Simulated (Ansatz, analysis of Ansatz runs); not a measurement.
## How often does Cs try the jump in Cs3Li2Cl5 (Imm2)?

Aim: the prefactor of a hop in Cs3Li2Cl5 (Imm2) (V_Cs hop (4.1 Å), charge −1) from the modes of the moving atom at the start and at the top of a path found beforehand. Model: a cell of 60 host atoms with 1 Cs taken out.

Main program and level: Ansatz 0.2.0; plane-wave PAW DFT, PBEsol; finite-difference force constants of the moving atom alone.

## Step 1: Starting point

The cell holds 59 atoms: 17 Cs, 12 Li and 30 Cl. Cell: a = 12.405 Å, b = 11.479 Å, c = 12.396 Å, α = 103.4°, β = 99.6°, γ = 90.0°. It derives from Cs3Li2Cl5 (space group Imm2). Nearest the centre at fractional (0.560, 0.588, 0.875): Cs23 at 1.76 Å, Cl29 at 2.96 Å, Cl48 at 2.97 Å, Cl39 at 3.07 Å, Cl59 at 3.07 Å, Cs32 at 4.26 Å, Cs11 at 4.42 Å, Cs50 at 4.43 Å. The cell carries charge −1.

The cell's shortest repeat is 11.5 Å.

## Step 2: Vibrations of the moving atom at the start point

Harmonic transition-state theory takes the prefactor from the modes at the minimum and at the top. Only the moving atom is displaced, by 0.02 Å, which takes six displaced runs and a reference; the host's atoms are held.

qm1.start.modes/input.yaml reads:

```yaml
crystal:
  lattice:
    - [-7.26279126, 0.0, 10.05668361]
    - [-9.30599473, 0.0, -6.72048182]
    - [3.53696389, -11.88058461, 0.00400652]
  atoms:
    - { symbol: Cs, position: [0.20479503, 0.18050582, 0.75253063] }
    - { symbol: Cs, position: [0.28986816, 0.30308396, 0.24535437] }
    - { symbol: Cs, position: [0.24791343, 0.49320455, 0.00066618] }
    - { symbol: Li, position: [0.15350825, 0.09153658, 0.43327724] }
    - { symbol: Li, position: [0.00867155, 0.37886868, 0.56817165] }
    - { symbol: Cl, position: [0.00077286, 0.1652898, 0.51831138] }
    - { symbol: Cl, position: [0.12074027, 0.05567781, 0.23849617] }
    - { symbol: Cl, position: [0.16140343, 0.40028761, 0.47811767] }
    - { symbol: Cl, position: [0.0417639, 0.4406094, 0.76235846] }
    - { symbol: Cl, position: [0.08143938, 0.24382873, 0.00082525] }
    - { symbol: Cs, position: [0.22220072, 0.68021832, 0.75416308] }
    - { symbol: Cs, position: [0.28929848, 0.80163682, 0.25226223] }
    - { symbol: Cs, position: [0.24782438, 0.9927441, 0.00125952] }
    - { symbol: Li, position: [0.15169172, 0.58817613, 0.4311568] }
    - { symbol: Li, position: [0.00966511, 0.87135663, 0.57126009] }
    - { symbol: Cl, position: [0.00137139, 0.65961209, 0.52190969] }
    - { symbol: Cl, position: [0.11814368, 0.55257112, 0.2363208] }
    - { symbol: Cl, position: [0.16094991, 0.90492072, 0.48434932] }
    - { symbol: Cl, position: [0.04209953, 0.93463811, 0.76508309] }
    - { symbol: Cl, position: [0.08209593, 0.74458327, 0.00361373] }
    - { symbol: Cs, position: [0.54044783, 0.18007914, 0.7550186] }
    - { symbol: Cs, position: [0.62042511, 0.30216472, 0.23513204] }
    - { symbol: Cs, position: [0.57843607, 0.50881937, -0.01754487] }
    - { symbol: Li, position: [0.48731278, 0.09311145, 0.43091505] }
    - { symbol: Li, position: [0.34549426, 0.37633369, 0.56845107] }
    - { symbol: Cl, position: [0.33422758, 0.16291083, 0.5179243] }
    - { symbol: Cl, position: [0.45492343, 0.0543124, 0.23596004] }
    - { symbol: Cl, position: [0.49414772, 0.39477647, 0.47251455] }
    - { symbol: Cl, position: [0.36836373, 0.42677887, 0.76224294] }
    - { symbol: Cl, position: [0.41318832, 0.24356295, -0.00052782] }
    - { symbol: Cs, position: [0.62320962, 0.80127117, 0.25195528] }
    - { symbol: Cs, position: [0.57849271, 0.96888336, -0.01557801] }
    - { symbol: Li, position: [0.48827841, 0.58810107, 0.43666878] }
    - { symbol: Li, position: [0.34562987, 0.87083326, 0.57119439] }
    - { symbol: Cl, position: [0.33076215, 0.66089841, 0.51133913] }
    - { symbol: Cl, position: [0.45443186, 0.55375107, 0.23797491] }
    - { symbol: Cl, position: [0.49488031, 0.9059697, 0.48230553] }
    - { symbol: Cl, position: [0.3681038, 0.94455615, 0.76303935] }
    - { symbol: Cl, position: [0.40784407, 0.74627708, 0.01310533] }
    - { symbol: Cs, position: [0.87522288, 0.18056172, 0.75229207] }
    - { symbol: Cs, position: [0.95419542, 0.30190837, 0.24522977] }
    - { symbol: Cs, position: [0.91475049, 0.49281233, -0.001251] }
    - { symbol: Li, position: [0.81946358, 0.09100597, 0.43113503] }
    - { symbol: Li, position: [0.67427511, 0.37463593, 0.56691169] }
    - { symbol: Cl, position: [0.66870334, 0.16157078, 0.51935821] }
    - { symbol: Cl, position: [0.78668706, 0.05442138, 0.23645655] }
    - { symbol: Cl, position: [0.82668322, 0.39975925, 0.47624529] }
    - { symbol: Cl, position: [0.7144691, 0.42653187, 0.76125997] }
    - { symbol: Cl, position: [0.74917117, 0.2433499, -0.0005663] }
    - { symbol: Cs, position: [0.85710798, 0.67997365, 0.75309435] }
    - { symbol: Cs, position: [0.95720019, 0.80412003, 0.24932288] }
    - { symbol: Cs, position: [0.91490554, 0.99293183, 0.00011259] }
    - { symbol: Li, position: [0.82049939, 0.58765734, 0.42896509] }
    - { symbol: Li, position: [0.6746831, 0.87192248, 0.57066908] }
    - { symbol: Cl, position: [0.66959733, 0.66208039, 0.51093959] }
    - { symbol: Cl, position: [0.78900114, 0.55335346, 0.23438934] }
    - { symbol: Cl, position: [0.8301708, 0.9044368, 0.482676] }
    - { symbol: Cl, position: [0.71526643, 0.94478969, 0.76272022] }
    - { symbol: Cl, position: [0.75853951, 0.7467604, 0.0123552] }
  symmetry: { detect: false }
total_charge: -1
basis:
  ecutwfc: 420
  xc_grid: 2
hamiltonian:
  xc: pbesol
kpoints:
  mp_grid: { grid: [1, 1, 1], shift: [0.25, 0.25, 0.25] }
scf:
  occupations: { method: fixed }
  max_iter: 150
phonons:
  supercell: [1, 1, 1]
  displaced_sites: [22]
  amplitude: 0.02
```

Command:

```
> ansatz run input.yaml --threads 32 --pin off --max-ram 84787MiB --backend cuda --events-out ev --progress --plain --runs-dir out --max-vram 78GiB
```

Numbers of over 12 decimals in the logs are rounded to 6 here.

Output:

```text
[... repeated set-up lines and file paths are left out, and long positions are rounded to six places ...]
Engine: ansatz 0.2.0, aarch64-unknown-linux-gnu
Pseudopotentials: kind: paw
Pseudopotential: Cs, paw, valence charge 9, recommended cutoff 420 eV (normal), Cs.paw.azcp
Pseudopotential: Li, paw, valence charge 3, recommended cutoff 420 eV (normal), Li.paw.azcp
Pseudopotential: Cl, paw, valence charge 7, recommended cutoff 420 eV (normal), Cl.paw.azcp
Functional definition: PBEsol
  exchange = pbesol_x
  correlation = pbesol_c
[...]
Crystal: 59 atoms, lattice volume = 1691.758 Å³
Basis set: ecut = 420 eV, 33071 PW (Γ), exchange–correlation on 180×160×180 points (8 copies of the dense FFT grid, shifted against one another)
Bands: 259, of which v1, the nominal top of the filled ones, is band 200 counted from 1 (199 counted from 0)
Symmetry: 1 space group operations
k-points: 1
Non-local potential: Cs, projectors of the file, l = 0: 3, l = 1: 2, l = 2: 2, l = 3: 2
Non-local potential: Li, projectors of the file, l = 0: 3, l = 1: 2, l = 2: 1
Non-local potential: Cl, projectors of the file, l = 0: 2, l = 1: 2, l = 2: 2
PAW form: soft (Blöchl's): semilocal exchange-correlation on the pseudo side does not see the compensation charge
PAW frozen core: Cs, regenerated for the run's functional, and the local potential with it (the file was generated under x = pbe(κ = 0.804, μ = 0.219515), c = pbe(β = 0.066725))
PAW frozen core: Cl, regenerated for the run's functional, and the local potential with it (the file was generated under x = pbe(κ = 0.804, μ = 0.219515), c = pbe(β = 0.066725))
PAW one-centre angular grid: Cs, 194 points (default); XC on 64 Gauss nodes
PAW one-centre angular grid: Li, 110 points (default); XC on 64 Gauss nodes
PAW one-centre angular grid: Cl, 110 points (default); XC on 64 Gauss nodes
Initial density: superposition of atomic densities (neutral atoms scaled as one to the charged cell's electrons: chi_scale 0, normalization atom), corrected by the library's trained network
Initial wavefunctions: pseudopotential atomic-orbital guess
[...]
Functional: x = pbesol(κ = 0.804, μ = 0.123457), c = pbesol(β = 0.046)
SCF iter   1: F=—  HF=-129326.734691 eV  |F-HF|=—  |Δ(HF+E_count)|=         —  Δρ=4.40e-3  dr2=4.95e-1  ethr=1.77e-3  ⟨swp⟩=6.0  Hψ=850  notcnv=0  defer=56
preconditioner: auto → Resta (q_TF=auto, 2.145 Å⁻¹)  ε∞=3.1  [insulator: Δε(μ)=5.677 eV  Ē_g=11.640 eV  n_scr=276 (ndim 8)  ℏωp=16.7 eV  f_vac=0.023  ε∞_Penn≈3.1]
SCF iter   2: F=—  HF=-129326.602777 eV  |F-HF|=—  |Δ(HF+E_count)|=   1.32e-1  Δρ=1.61e-3  dr2=6.39e-2  ethr=1.24e-4  ⟨swp⟩=4.0  Hψ=466  notcnv=0  defer=57
[...]
SCF iter   9: F=-129326.598905 eV  HF=-129326.598905 eV  |F-HF|=1.75e-10  |Δ(HF+E_count)|=   2.72e-9  Δρ=1.54e-7  dr2=7.03e-10  ethr=1.00e-12  ⟨swp⟩=22.0  Hψ=2012  notcnv=0
SCF 1 converged in 9 iterations: F = -129326.598905 eV  dr2 = 7.03e-10
  greatest PAW one-centre occupation: 1.000 electrons in one spin orbital (limit 2), on the Li atom at site 13 (counted from 0), in its partial waves of l = 0
[...]
iter 1 solved again at ethr=1.44e-7 eV; its pass at ethr=3.10e-3 eV (dr2=5.76e-4 eV) is discarded
SCF iter   1: F=—  HF=-129326.598366 eV  |F-HF|=—  |Δ(HF+E_count)|=         —  Δρ=1.42e-4  dr2=9.69e-4  ethr=1.44e-7  ⟨swp⟩=3.0  Hψ=986  notcnv=0  defer=57
SCF iter   2: F=—  HF=-129326.597017 eV  |F-HF|=—  |Δ(HF+E_count)|=   1.35e-3  Δρ=5.77e-5  dr2=1.56e-4  ethr=1.44e-7  ⟨swp⟩=2.0  Hψ=344  notcnv=0  defer=55
[...]
SCF iter   7: F=-129326.598739 eV  HF=-129326.598739 eV  |F-HF|=5.82e-11  |Δ(HF+E_count)|=  7.28e-10  Δρ=5.83e-8  dr2=7.61e-11  ethr=1.00e-12  ⟨swp⟩=4.0  Hψ=851  notcnv=0
SCF 2 converged in 7 iterations: F = -129326.598739 eV  dr2 = 7.61e-11
[...]
iter 1 solved again at ethr=2.44e-10 eV; its pass at ethr=3.10e-3 eV (dr2=9.75e-7 eV) is discarded
[...]
SCF iter   5: F=-129326.598528 eV  HF=-129326.598528 eV  |F-HF|=1.02e-10  |Δ(HF+E_count)|=  5.53e-10  Δρ=7.28e-8  dr2=9.35e-11  ethr=1.00e-12  ⟨swp⟩=4.0  Hψ=849  notcnv=0
SCF 3 converged in 5 iterations: F = -129326.598528 eV  dr2 = 9.35e-11
[...]
SCF 4 converged in 7 iterations: F = -129326.598541 eV  dr2 = 9.16e-11
[...]
SCF 5 converged in 6 iterations: F = -129326.598689 eV  dr2 = 5.05e-12
[...]
SCF 6 converged in 7 iterations: F = -129326.598630 eV  dr2 = 6.74e-11
[...]
SCF 7 converged in 5 iterations: F = -129326.598576 eV  dr2 = 9.35e-11
SCF converged after 9 iterations
[...]
[... 3 atoms left out ...]
  atom  39  Cl    -0.00258119     0.00139894     0.00537085
  [... 4 atoms left out ...]
  atom  44  Li     0.00076997     0.00395470     0.00161623
  [... 3 atoms left out ...]
  atom  48  Cl     0.00118963    -0.00019806    -0.00278755
  [... 1 atom left out ...]
  atom  50  Cs    -0.00116963    -0.00403943     0.00478098
  [... 8 atoms left out ...]
  atom  59  Cl     0.00231968     0.00573638    -0.00066453
  max |Σ_I F_I| component: 2.09e-6 eV/Å
--- Band table (eV) ---
  k-point 0: bands = ["-40.5091", "-40.4905", "-40.4772", "-40.4733", [... 49 left out ...] "-10.0025", "-9.9253", "-9.8988", "-9.8552"]
--- Phonons: 6 displaced members + reference (amplitude 0.02 Å, Σ member SCF iterations 37) ---
  symmetry images taken by strict's conditions (phonons.symmetry_images: auto; settled by no image being taken that strict refuses)
  force constants formed among 1 of 59 sites (Cs 22); the other 58 at rest. The modes move the named sites alone.
  the frequencies, the zero-point energy and the sums are of the block with the acoustic sum rule laid on its rows. Row sums over every site: 1.1e-4 eV/Å² at the most
  transpose residual: 1.1e-4 eV/Å²
  largest component of a force at the reference: 5.2e-3 eV/Å on a named site, 9.3e-3 eV/Å on a site at rest
  frequencies among the named sites at Γ of the cell (cm⁻¹): 44.59 58.15 58.85
  unstable modes among the named sites: 0
  frequencies as built, with no sum rule (cm⁻¹): 44.59 58.15 58.85
  zero-point energy: 0.010017 eV/cell   skipped modes (ω ≤ 0): 0
  not written: the harmonic force-constant file, the file of eigenvectors (these modes' are written with the force constants), the density of states and the dispersion, which are of every site
```

Run time: 4.2 s. Hardware: 1 × NVIDIA GB200 with 32 threads of Arm Neoverse V2, shared host; peak memory 2.1 GiB; 17 s of CPU time.

In the SCF lines HF is the Harris–Foulkes energy and dr2 the Hartree energy of the density residual, in eV; the loop may stop once dr2 is under the threshold and the program's other checks hold. Hψ counts applications of the Hamiltonian.

This step gave:

- free energy: -129326.5989 eV
- frequencies of moving atom: 44.59, 58.15, 58.85 cm⁻¹ (negative: imaginary)

The three modes are 45, 58 and 59 cm⁻¹: all real, a minimum for this atom with the others held.

## Step 3: Vibrations of the moving atom at the top of the path

The same at the top, where the mode along the path should be imaginary.

qm1.top.modes/input.yaml reads:

```yaml
crystal:
  lattice:
    - [-7.26279126, 0.0, 10.05668361]
    - [-9.30599473, 0.0, -6.72048182]
    - [3.53696389, -11.88058461, 0.00400652]
  atoms:
    - { symbol: Cs, position: [0.20325526, 0.17544863, 0.75179074] }
    - { symbol: Cs, position: [0.29079894, 0.30440142, 0.24512059] }
    - { symbol: Cs, position: [0.25164873, 0.49418, 0.00350767] }
[... 7 atom lines left out ...]
    - { symbol: Cs, position: [0.21116578, 0.68470772, 0.75602895] }
[... 9 atom lines left out ...]
    - { symbol: Cs, position: [0.54139366, 0.18708155, 0.76122626] }
[... 1 atom line left out ...]
    - { symbol: Cs, position: [0.56266578, 0.58420694, -0.11536256] }
[... 1 atom line left out ...]
    - { symbol: Li, position: [0.33964104, 0.3718825, 0.56058815] }
[... 3 atom lines left out ...]
    - { symbol: Cl, position: [0.3508525, 0.42231086, 0.75273687] }
[... 2 atom lines left out ...]
    - { symbol: Cs, position: [0.58061592, 0.9905508, -0.00476403] }
[... 6 atom lines left out ...]
    - { symbol: Cl, position: [0.40032953, 0.76024441, 0.01562644] }
[... 2 atom lines left out ...]
    - { symbol: Cs, position: [0.91252034, 0.49365341, 0.00121915] }
[... 5 atom lines left out ...]
    - { symbol: Cl, position: [0.72887989, 0.42235988, 0.7507951] }
[... 1 atom line left out ...]
    - { symbol: Cs, position: [0.86846267, 0.68445043, 0.75394668] }
[... 8 atom lines left out ...]
    - { symbol: Cl, position: [0.76772904, 0.76107705, 0.0143535] }
  symmetry: { detect: false }
total_charge: -1
basis:
  ecutwfc: 420
  xc_grid: 2
hamiltonian:
  xc: pbesol
kpoints:
  mp_grid: { grid: [1, 1, 1], shift: [0.25, 0.25, 0.25] }
scf:
  occupations: { method: fixed }
  max_iter: 150
phonons:
  supercell: [1, 1, 1]
  displaced_sites: [22]
  amplitude: 0.02
```

Output:

```text
[...]
Crystal: 59 atoms, lattice volume = 1691.758 Å³
Basis set: ecut = 420 eV, 33071 PW (Γ), exchange–correlation on 180×160×180 points (8 copies of the dense FFT grid, shifted against one another)
Bands: 259, of which v1, the nominal top of the filled ones, is band 200 counted from 1 (199 counted from 0)
Symmetry: 1 space group operations
k-points: 1
[...]
SCF iter   1: F=—  HF=-129326.429134 eV  |F-HF|=—  |Δ(HF+E_count)|=         —  Δρ=4.38e-3  dr2=4.91e-1  ethr=1.77e-3  ⟨swp⟩=7.0  Hψ=842  notcnv=0  defer=56
[...]
SCF iter   2: F=—  HF=-129326.298830 eV  |F-HF|=—  |Δ(HF+E_count)|=   1.30e-1  Δρ=1.61e-3  dr2=6.42e-2  ethr=1.23e-4  ⟨swp⟩=2.0  Hψ=464  notcnv=0  defer=57
[...]
SCF iter   9: F=-129326.294671 eV  HF=-129326.294671 eV  |F-HF|=4.66e-10  |Δ(HF+E_count)|=   5.62e-9  Δρ=1.58e-7  dr2=7.60e-10  ethr=1.00e-12  ⟨swp⟩=23.0  Hψ=2050  notcnv=0
SCF 1 converged in 9 iterations: F = -129326.294671 eV  dr2 = 7.60e-10
[...]
SCF iter   2: F=—  HF=-129326.292480 eV  |F-HF|=—  |Δ(HF+E_count)|=   1.35e-3  Δρ=6.14e-5  dr2=1.57e-4  ethr=2.37e-7  ⟨swp⟩=2.0  Hψ=389  notcnv=0  defer=55
[...]
SCF iter   8: F=-129326.294226 eV  HF=-129326.294226 eV  |F-HF|=7.28e-11  |Δ(HF+E_count)|=  7.13e-10  Δρ=2.38e-8  dr2=1.78e-11  ethr=1.00e-12  ⟨swp⟩=4.0  Hψ=826  notcnv=0
SCF 2 converged in 8 iterations: F = -129326.294226 eV  dr2 = 1.78e-11
[...]
SCF iter   6: F=-129326.294230 eV  HF=-129326.294230 eV  |F-HF|=2.91e-11  |Δ(HF+E_count)|=  2.47e-10  Δρ=1.88e-8  dr2=9.22e-12  ethr=1.00e-12  ⟨swp⟩=4.0  Hψ=797  notcnv=0
SCF 3 converged in 6 iterations: F = -129326.294230 eV  dr2 = 9.22e-12
[...]
SCF 4 converged in 8 iterations: F = -129326.294316 eV  dr2 = 1.79e-11
[...]
SCF 5 converged in 6 iterations: F = -129326.294488 eV  dr2 = 1.26e-11
[...]
SCF 6 converged in 8 iterations: F = -129326.293931 eV  dr2 = 1.15e-11
[...]
SCF 7 converged in 6 iterations: F = -129326.294267 eV  dr2 = 6.81e-12
SCF converged after 9 iterations
[...]
[... 1 atom left out ...]
  atom  39  Cl    -0.00042435    -0.00027076     0.00837854
  [... 8 atoms left out ...]
  atom  48  Cl    -0.00670220    -0.00171595     0.00426193
  [... 1 atom left out ...]
  atom  50  Cs     0.00280615    -0.00482806    -0.00230069
  [... 8 atoms left out ...]
  atom  59  Cl     0.00355096    -0.00091196    -0.00325689
  max |Σ_I F_I| component: 4.84e-6 eV/Å
--- Band table (eV) ---
[...]
transpose residual: 5.6e-4 eV/Å²
[...]
frequencies among the named sites at Γ of the cell (cm⁻¹): -30.59 81.44 86.22
  unstable modes among the named sites: 1
  frequencies as built, with no sum rule (cm⁻¹): -30.59 81.44 86.22
  zero-point energy: 0.010393 eV/cell   skipped modes (ω ≤ 0): 1, of them read as no rigid motion or as one in doubt: 1 (1.000e0 modes/cell left out, lowest -30.59 cm⁻¹)
[...]
```

Elapsed: 3.8 s, on 1 × NVIDIA GB200 with 32 threads; peak memory 2.2 GiB; 16 s of CPU time.

Numbers from this step:

```
free energy                : -129326.2947 eV
frequencies of moving atom : -30.59, 81.44, 86.22 cm⁻¹ (negative: imaginary)
```

The three modes are 31i, 81 and 86 cm⁻¹: one imaginary, a saddle of first order for this atom with the others held.

## Step 4: Attempt frequency and hop rate

Analysis of the runs above: harmonic transition-state theory from the moving atom's modes alone (Vineyard), PBEsol.

It gives:

```
attempt frequency : 0.6515 THz
```

Table of hop rate by temperature:

```
temperature (K)  hop rate (1/s)
            200           14045
            300           5.0e6
            400           9.6e7
            600           1.8e9
            800           7.9e9
           1000          1.9e10
```

## Step 5: Results

- attempt frequency (attempt frequency and hop rate): 0.651 THz

The attempt frequency, the product of the three frequencies at the start over that of the two real ones at the top (Vineyard), is 0.7 THz. With the barrier of 0.30 eV it gives 1.8e+09 hops a second at 600 K along this one path; equivalent neighbouring sites multiply that. The host's atoms were held, though they move along the path too, so the prefactor is rough. Keep in mind: one k-point off the zone centre stands for the whole zone; spin–orbit coupling, which can matter with heavy atoms, is left out.

[Logs are printed without paths, hosts, clocks, repeated set-up lines and the standing remarks that a program may print on its own settings, such as how far it seeks lower states.]

[Hosts, paths, dates, database ids (printed as entryN), source tags and the programs' standing remarks are cut or masked in the printed files.]
